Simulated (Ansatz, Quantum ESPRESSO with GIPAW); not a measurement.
# 19F and 113Cd NMR of CdF2, calculated

Wanted: NMR shieldings for each site of CdF2.

Solid-state NMR of this phase has given these values. 19F isotropic shift -190.7 ppm, in “NMR parameters in alkali, alkaline earth and rare earth fluorides from first principle calculations” (2011; arXiv:1105.1645), quoting earlier work. Shifts are on the scales named with the reference lines below.

Main program and level: Quantum ESPRESSO with GIPAW 8.0dev (patched build); DFT, PBE, plane-wave PAW (pslibrary 1.0.0 recipes), scalar-relativistic, GIPAW; a patched development version of the program.

Report form: the programs' logs are mostly left out.

## 1. Set-up

It takes space group Fm-3m (No. 225, cubic). Conventional cell: a = 5.388 Å, b = 5.388 Å, c = 5.388 Å, α = 90.00°, β = 90.00°, γ = 90.00°. Cd has 8 F at 2.33 Å nearest. Nearest to F lie 4 Cd at 2.33 Å. Farther neighbours and most contacts between anions are not listed.

Structure file:

```cif
data_structure
_symmetry_space_group_name_H-M 'P 1'
_symmetry_Int_Tables_number 1
_cell_length_a 3.8099
_cell_length_b 3.8099
_cell_length_c 3.8099
_cell_angle_alpha 60.000
_cell_angle_beta 60.000
_cell_angle_gamma 60.000
_cell_volume 39.10
loop_
_atom_site_label
_atom_site_type_symbol
_atom_site_fract_x
_atom_site_fract_y
_atom_site_fract_z
_atom_site_occupancy
Cd1 Cd 0.00000 0.00000 0.00000 1
F2 F 0.75000 0.75000 0.75000 1
F3 F 0.25000 0.25000 0.25000 1
```

The cell is an entry of the Crystallography Open Database.

## 2. Ground state

GIPAW is a response on top of the ground state, so the wavefunctions come first. Their errors pass straight into the induced current, hence the tight threshold. No empty states are asked for: the response is solved without them. The mesh has a spacing of 0.23 Å⁻¹ at most. The PAW files were made with ld1.x from the pslibrary 1.0.0 recipes, with GIPAW reconstruction switched on (the recipe of F slightly mended, as the packaged one fails to give a sound file).

Input file scf.in:

```
&control
  calculation = 'scf'
  prefix = 'x'
  outdir = './tmp/'
  pseudo_dir = './'
/
&system
  ibrav = 0
  nat = 3
  ntyp = 2
  ecutwfc = 55
  ecutrho = 640
  nbnd = 13
/
&electrons
  conv_thr = 1.0d-10
  mixing_beta = 0.7
  electron_maxstep = 100
/
ATOMIC_SPECIES
  Cd 112.414 Cd.pbe-n-kjpaw_psl.1.0.0-gipaw.UPF
  F 18.998 F.pbe-n-kjpaw_psl.1.0.0-gipaw.UPF
CELL_PARAMETERS angstrom
  0.00000000 2.69400000 2.69400000
  2.69400000 0.00000000 2.69400000
  2.69400000 2.69400000 0.00000000
ATOMIC_POSITIONS crystal
  Cd 0.00000000 0.00000000 0.00000000
  F 0.75000000 0.75000000 0.75000000
  F 0.25000000 0.25000000 0.25000000
K_POINTS automatic
  9 9 9 0 0 0
```

Launch:

```
> mpirun -np 4 pw.x -nk 4 -in scf.in > scf.out
```

The job ended after 14 s (4 MPI ranks of Arm Neoverse V2, shared host; peak memory 0.54 GiB).

It converged in 15 cycles to an estimated accuracy of 5e-11 Ry, on 35 irreducible k-points.

## 3. GIPAW: job nmr

A uniform field breaks periodicity, so gipaw.x applies it as a wave of small q and takes the limit. It solves for the first-order states, builds the induced current and gets the field at each nucleus by Biot–Savart; the PAW spheres add what the smooth waves miss near the nuclei. pawproj makes the reconstruction use the PAW data sets' own projectors.

Input file nmr.in:

```
&inputgipaw
  job = 'nmr'
  prefix = 'x'
  tmp_dir = './tmp/'
  restart_mode = 'from_scratch'
  verbosity = 'low'
  q_gipaw = 0.01
  spline_ps = .true.
  conv_threshold = 1.0d-14
  use_nmr_macroscopic_shape = .false.
  pawproj(1) = .true.
  pawproj(2) = .true.
/
```

Launch:

```
> mpirun -np 4 gipaw.x -in nmr.in > nmr.out
```

Wall time 2.4 min (4 MPI ranks); peak memory 0.4 GiB.

The f-sum rule is met to 0.0048 of 21.2 (0.02 %). Converged shieldings require that this miss be small, but a small miss does not prove them. This build smooths some augmentation functions of the files as it reads them, which, it says, moves results; by how much was not measured here.

From the symmetric part of each tensor, with principal values σ11 ≤ σ22 ≤ σ33: σ_iso is their mean, the span is σ33 − σ11 and the skew 3(σ_iso − σ22)/span. (gipaw.x prints an anisotropy in another convention.)

```tsv
site	atom no.	atoms in cell	σ_iso (ppm)	span (ppm)	skew
Cd	1	1	3979	0	-
F	2	2	336.4	0.0	-
```

The macroscopic shape term is switched off. For a spherical sample the valence susceptibility of this run would add about 11 ppm to every site, a rough estimate, since the susceptibility converges slowly and lacks part of the PAW terms. Differences within the crystal don't depend on it, but shieldings of different compounds can't be compared to better than a few ppm without it.

Cd and F sit on cubic site symmetry, where the tensor must be isotropic.

How the isotropic values are made up (ppm). The core part is that of the free atom's core; bare is the current of the smooth valence states; the last two are what the PAW spheres add to the diamagnetic and the paramagnetic current:

```tsv
site	core	bare	reconstruction, dia	reconstruction, para
Cd	4800.3	73.1	91.4	-985.7
F	306.4	95.6	42.8	-108.4
```

## 4. Sites, surroundings and shifts

Spectra are read against a reference compound, and shifts rise as shieldings fall. A slope other than one corrects for the functional's tendency to overstate or understate differences of shielding.

Reference lines, from the same functional and files: 19F: δ = (115.6 − σ) / 1.183, zero at CFCl3, fitted to 6 measured values, from BaF2, KF, LiF, MgF2, NaF and ZnF2, with a scatter of 6.8 ppm r.m.s. (this compound left out) (CaF2 fall off this line, as semilocal functionals put their cations' empty d or f shells too low, and are left out), on σ without the shape term. Kinds of site that fitted badly were split off after the misses were seen, so the scatter is that of the points kept.

Covalently bonded atoms count as neighbours within 1.18 times the sum of their radii. Otherwise a cation's neighbours lie within 1.2 times its shortest bond (1.3 for large cations, each anion's radius taken off where they differ), and an anion's are the cations that count it.

```tsv
site	atom no.	atoms in cell	surroundings	bonds (Å)	δ_iso (ppm)
Cd	1	1	CdF8	2.333	-
F	2	2	bound to Cd4	2.333	-186.7
```

Simulated spectrum, 19F MAS at 62.5 kHz, 7.05 T (282.5 MHz), lines broadened by 2 ppm; rigid lattice, with dipolar and J couplings left out: a single narrow line at -186.7 ppm.

## 5. Other settings and structures

Each row names what was changed: another functional shows how far the paramagnetic term hangs on the exchange-correlation form; another cutoff tests the basis; another mesh tests the sampling of the zone.

Changes of σ_iso (ppm) against the run above (PBE, cutoffs 55 and 640 Ry, mesh 9×9×9, 11 min). Times are CPU times of pw.x and gipaw.x together, on 4 MPI ranks of Arm Neoverse V2, shared host; on a shared host they are rough. A run is marked as doubtful where the f-sum miss passes 0.015 electrons, or that much for each three atoms in larger cells (with Tl, Pb, Hg, Bi or Sn a third of that, or a mesh spacing over 0.26 Å⁻¹), or where the susceptibility is unphysically large.

```tsv
run	CPU time	f-sum miss	Cd	F
LDA	10 min	0.0046	-89.4	-17.3
cutoffs 40 and 480 Ry (marked)	6.9 min	0.028	+1.9	+0.5
mesh 6×6×6 (coarse on purpose)	8 min	0.0053	-0.3	-1.0
Wu-Cohen	13 min	0.0046	-37.3	-7.2
cutoffs 70 and 640 Ry	13 min	9.0e-4	+0.4	-0.2
```

The largest move is -89.4 ppm, on Cd, from LDA.

## 6. Calculated and measured

```tsv
quantity	site	measured	calculated	difference
19F isotropic shift (ppm)	F	-190.7	-186.7	+4.0
```

## 7. Outcome

```yaml
19f_shift: -186.7 ppm
113cd_shielding_without_shape_term: 3979 ppm
```

What this shows: 19F has one site (bound to Cd4), with isotropic shift -186.7 ppm. Verdict on the shifts: 19F good, missed by 4 ppm at most, within the scatter of its line. Going to cutoffs 70 and 640 Ry changes no isotropic shielding by more than 0.38 ppm, so the main run is converged in that respect. A finer mesh was not carried through on these files. The cheaper run with mesh 6×6×6 takes about 75 % of the time and is off by 1.0 ppm on F. The largest change with the functional is 89.4 ppm in absolute shielding; part of that drops out once each functional has its own reference line. The scalar-relativistic files are used with non-relativistic response operators, which weighs most on the heavy atoms' own shieldings. This build of gipaw.x prints that it is not audited and that its numbers are no references by themselves. It also reports spline_ps as false although the input sets it; why was not traced.

[Logs are printed without paths, hosts, clocks, repeated set-up lines and the standing remarks that a program may print on its own settings, such as how far it seeks lower states.]

[Hosts, paths, dates, database ids (printed as entryN), source tags and the programs' standing remarks are cut or masked in the printed files.]

[Where no reference line passes its bar on scatter, no shift is given, so a measured shift of this compound may stand uncompared.]
